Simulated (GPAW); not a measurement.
## How Be4NiGe absorbs and reflects light

Aim: the dielectric function of Be4NiGe, and the optical constants that follow from it.

Program: GPAW 26.7.0. Level of theory: DFT, revPBE, plane-wave PAW (GPAW data sets), scalar-relativistic, RPA, optical limit. Results are calculated unless marked as measured.

This is a report of a sequence of runs, with most program output left out.

## Step 1: The structure

The structure is cubic, space group F-43m (No. 216). Conventional cell: a = 6.132 Å, b = 6.132 Å, c = 6.132 Å, α = 90.00°, β = 90.00°, γ = 90.00°. Nearest to Ge lie 12 Be at 2.55 Å and 4 Ni at 2.66 Å. Nearest to Ni lie 12 Be at 2.54 Å and 4 Ge at 2.66 Å. Be has 6 Be at 2.14 to 2.20 Å and 3 Ni at 2.54 Å and 3 Ge at 2.55 Å nearest. Farther neighbours are not listed.

## Step 2: Ground state

First the ground state: is it a metal or has it a gap?

This step: DFT, revPBE, plane-wave PAW (GPAW data sets), scalar-relativistic, ground state (GPAW 26.7.0).

gs.py

```python
from ase import Atoms
from ase.dft.bandgap import bandgap
from gpaw import GPAW, PW, FermiDirac

atoms = Atoms(['Ge', 'Ni', 'Be', 'Be', 'Be', 'Be'],
              cell=[[0.000000000000, 3.065908000000, 3.065908000000],
                    [3.065908000000, 0.000000000000, 3.065908000000],
                    [3.065908000000, 3.065908000000, 0.000000000000]],
              scaled_positions=[[0.000000000000, 0.000000000000, 0.000000000000],
                                [0.250000000000, 0.250000000000, 0.250000000000],
                                [0.130208000000, 0.623264000000, 0.623264000000],
                                [0.623264000000, 0.623264000000, 0.623264000000],
                                [0.623264000000, 0.623264000000, 0.130208000000],
                                [0.623264000000, 0.130208000000, 0.623264000000]],
              pbc=[True, True, True])
atoms.set_initial_magnetic_moments([0.0, 1.0, 0.0, 0.0, 0.0, 0.0])
atoms.calc = GPAW(mode=PW(450), xc='revPBE', kpts={'size': (6, 6, 6), 'gamma': True},
                  occupations=FermiDirac(0.05), maxiter=150, txt='gs.txt')
print('energy (eV)', atoms.get_potential_energy())
print('Fermi level (eV)', atoms.calc.get_fermi_level())
print('valence electrons', atoms.calc.get_number_of_electrons())
print('gap (eV)', bandgap(atoms.calc, output=None)[0])
print('direct gap (eV)', bandgap(atoms.calc, direct=True, output=None)[0])
print('moments', atoms.get_magnetic_moments().round(3).tolist())
atoms.calc.write('gs.gpw')
```

The run is started by

```bash
OMP_NUM_THREADS=1 python gs.py
```

It took 25 s on 1 thread of Arm Neoverse V2, shared host; peak memory 0.18 GiB.

Read-outs, printed or worked out from the files:

| Quantity | Value |
| --- | --- |
| energy | -24.97 eV |
| Fermi energy | 9.053 eV |
| electrons | 28 |

There are states at the Fermi level within the smearing, so the occupations stay smeared and the carriers get a Drude term.

## Step 3: Bands for the response

The response needs many more empty bands than the density does.

This step: DFT, revPBE, plane-wave PAW (GPAW data sets), scalar-relativistic, bands at fixed density (GPAW 26.7.0).

nscf.py

```python
from ase.dft.bandgap import bandgap
from gpaw import GPAW, FermiDirac

calc = GPAW('gs.gpw').fixed_density(kpts={'size': (10, 10, 10), 'gamma': True}, nbands=41, convergence={'bands': 35},
                                    occupations=FermiDirac(0.05), txt='nscf.txt')
print('gap (eV)', bandgap(calc, output=None)[0])
print('direct gap (eV)', bandgap(calc, direct=True, output=None)[0])
print('top band over the Fermi level (eV)', min(calc.get_eigenvalues(kpt=k)[34] for k in range(len(calc.get_ibz_k_points()))) - calc.get_fermi_level())
calc.write('full.gpw', mode='all')
```

The run is started by

```bash
OMP_NUM_THREADS=1 python nscf.py
```

It took 2.5 min on 1 thread; peak memory 0.27 GiB.

## Step 4: Dielectric function, RPA

Local fields let the induced charge screen the field inside the cell, which as a rule lowers ε, most along directions where the density is uneven.

This step: DFT, revPBE, plane-wave PAW (GPAW data sets), scalar-relativistic, RPA, optical limit (GPAW 26.7.0).

df.py

```python
from gpaw.response.df import DielectricFunction

df = DielectricFunction('full.gpw', frequencies={'type': 'nonlinear', 'domega0': 0.03, 'omega2': 8},
                        ecut=80,
                        eta=0.05,
                        nbands=35,
                        rate=0.2,
                        txt='df.txt')
for direction in ['x']:
    df.get_dielectric_function(xc='RPA', direction=direction, filename=f'df_{direction}.csv')
```

The run is started by

```bash
OMP_NUM_THREADS=1 python df.py
```

Run time: 23 s. Hardware: 1 thread; peak memory 0.43 GiB.

The Im ε, E ∥ x has structure finer than the step of the table below, so its rows give means over 0.5 eV, whole bins alone (the curve runs from 0.619 to 18.0 eV). Peaks (eV: height): 0.65: 83.5, 0.98: 71.1, 1.35: 65.0, 3.26: 29.4.

Sum at mesh points, not converged in k. Table of Im ε, E ∥ x by photon energy; means over each step:

```csv
photon energy (eV),"Im ε, E ∥ x"
1.0,50.0
1.5,46.1
2.0,25.3
2.5,20.2
3.0,21.7
3.5,21.9
4.0,13.7
4.5,10.9
5.0,9.84
5.5,7.58
6.0,6.24
6.5,5.47
7.0,4.56
7.5,4.51
8.0,3.35
8.5,2.73
9.0,2.26
9.5,1.82
10.0,1.89
10.5,1.80
11.0,1.30
11.5,0.958
12.0,0.874
12.5,0.807
13.0,0.641
13.5,0.529
14.0,0.550
14.5,0.495
15.0,0.443
15.5,0.379
16.0,0.320
16.5,0.301
17.0,0.296
17.5,0.250
```

Values under 1 per cm are given as 1; sum at mesh points, not converged in k. Absorption coefficient, E ∥ x against photon energy:

```csv
photon energy (eV),"absorption coefficient, E ∥ x (1/cm)"
1.01,6.1e5
1.99,8.6e5
3.02,9.3e5
3.98,1.3e6
4.98,1.5e6
6.02,1.6e6
6.99,1.7e6
8.03,1.7e6
9.02,1.7e6
10.03,1.6e6
11.03,1.7e6
12.02,1.6e6
13.00,1.5e6
14.04,1.4e6
14.96,1.3e6
16.03,1.2e6
16.96,1.0e6
18.05,8.0e5
```

Sum at mesh points, not converged in k. Table of loss function −Im 1/ε at q → 0, E ∥ x by energy loss; read off at these points:

energy loss (eV), loss function −Im 1/ε at q → 0, E ∥ x and a bar:
```
      1.0       0.01 
      1.5       0.02 
      2.0       0.04 
      2.5       0.04 
      3.0       0.05 
      3.5       0.04 
      4.0       0.06 
      4.5       0.07 #
      5.0       0.07 #
      5.5       0.09 #
      6.0       0.09 #
      6.5       0.12 #
      7.0       0.10 #
      7.5       0.14 #
      8.0       0.12 #
      8.5       0.16 #
      9.0       0.14 #
      9.5       0.18 ##
     10.0       0.22 ##
     10.5       0.22 ##
     11.0       0.21 ##
     11.5       0.20 ##
     12.0       0.27 ##
     12.5       0.30 ###
     13.0       0.36 ###
     13.5       0.46 ####
     14.0       0.55 #####
     14.5       0.61 #####
     15.0       0.72 ######
     15.5       0.85 ########
     16.0       1.09 ##########
     16.5       1.42 #############
     17.0       1.75 ################
     17.5       2.17 ###################
     18.0       3.33 ##############################
```

The Im ε, E ∥ x has structure finer than the step of the table below, so its rows give means over 0.5 eV, whole bins alone (the curve runs from 0.619 to 18.0 eV). Peaks (eV: height): without local fields 0.65: 84.4, 0.98: 71.3, 1.35: 65.3, 3.26: 29.8; with local fields 0.65: 83.5, 0.98: 71.1, 1.35: 65.0, 3.26: 29.4.

Sum at mesh points, not converged in k. Im ε, E ∥ x against photon energy; means over each step:

```csv
photon energy (eV),without local fields,with local fields
1.0,50.2,50.0
1.5,46.3,46.1
2.0,25.3,25.3
2.5,20.4,20.2
3.0,22.2,21.7
3.5,21.9,21.9
4.0,13.8,13.7
4.5,11.0,10.9
5.0,10.2,9.84
5.5,7.81,7.58
6.0,6.34,6.24
6.5,5.59,5.47
7.0,4.63,4.56
7.5,4.66,4.51
8.0,3.36,3.35
8.5,2.78,2.73
9.0,2.22,2.26
9.5,1.83,1.82
10.0,1.94,1.89
10.5,1.87,1.80
11.0,1.31,1.30
11.5,0.994,0.958
12.0,0.894,0.874
12.5,0.815,0.807
13.0,0.642,0.641
13.5,0.538,0.529
14.0,0.555,0.550
14.5,0.493,0.495
15.0,0.430,0.443
15.5,0.356,0.379
16.0,0.309,0.320
16.5,0.305,0.301
17.0,0.294,0.296
17.5,0.244,0.250
```

The reflectivity at normal incidence, E ∥ x has structure finer than the step of the table below, so its rows give means over 0.5 eV, whole bins alone (the curve runs from 0.619 to 18.0 eV). Peaks (eV: height): 0.68: 74.3, 1.04: 72.0, 1.49: 72.6, 1.73: 68.0, 3.51: 65.2, 11.48: 67.0, 13.34: 65.9.

Sum at mesh points, not converged in k. The reflectivity at normal incidence, E ∥ x by photon energy; means over each step:

```csv
photon energy (eV),"reflectivity at normal incidence, E ∥ x (%)"
1.0,65.4
1.5,67.7
2.0,62.0
2.5,52.5
3.0,54.4
3.5,63.7
4.0,60.4
4.5,58.0
5.0,58.1
5.5,58.8
6.0,58.3
6.5,55.0
7.0,58.9
7.5,52.4
8.0,61.1
8.5,58.2
9.0,60.9
9.5,57.8
10.0,53.9
10.5,55.0
11.0,61.3
11.5,63.9
12.0,60.6
12.5,60.0
13.0,61.5
13.5,60.3
14.0,55.7
14.5,55.0
15.0,54.9
15.5,55.4
16.0,54.3
16.5,50.1
17.0,46.6
17.5,46.3
```

At chosen wavelengths:

```csv
wavelength (nm),n,k,R (%),1/α
1550,5.79,4.349,64.4,28 nm
800,3.49,4.649,66.5,14 nm
633,3.33,4.289,64.2,12 nm
532,2.68,2.575,47.0,16 nm
365,3.01,4.126,63.6,7.0 nm
308,2.11,3.264,58.5,7.5 nm
248,1.87,2.972,56.2,6.6 nm
```

A polished face would reflect 56 % of daylight and look faintly pink-red (CIE x = 0.326, y = 0.325 under D65).

## Step 5: Outcome

At this level (revPBE, RPA) Be4NiGe is a metal. The mesh is too coarse to trust the carriers' weight, the reflectivity or the colour to better than tens of per cent. A polished face would reflect 56 % of daylight and look faintly pink-red (CIE x = 0.326, y = 0.325 under D65). The carriers' damping of 0.2 eV is typed, not computed; it shapes the response at the lowest energies. The magnetic state comes from one start and need not be the lowest. The curves end at 18 eV, about where the summed bands run out. In this version of GPAW the matrix elements of the optical limit are incomplete, which can lower ε − 1 by up to a tenth where first-row anions or d states rule, and shift it by more in d metals. GPAW's carrier term has the form −ωp²/(ω + i·rate)², which damps like twice the rate and fails at low energy, so the curves leave the lowest energies out. The sum runs over mesh points 0.18 Å⁻¹ apart with no interpolation, so peaks are partly noise of the mesh, and the Drude plasma energy, a sum over the Fermi surface, isn't converged.

[Machine, clock and banner lines and Python warnings are left out of the logs.]

[Logs are printed without paths, hosts, clocks, repeated set-up lines and the standing remarks that a program may print on its own settings, such as how far it seeks lower states.]

[Hosts, paths, dates, database ids (printed as entryN), source tags and the programs' standing remarks are cut or masked in the printed files.]
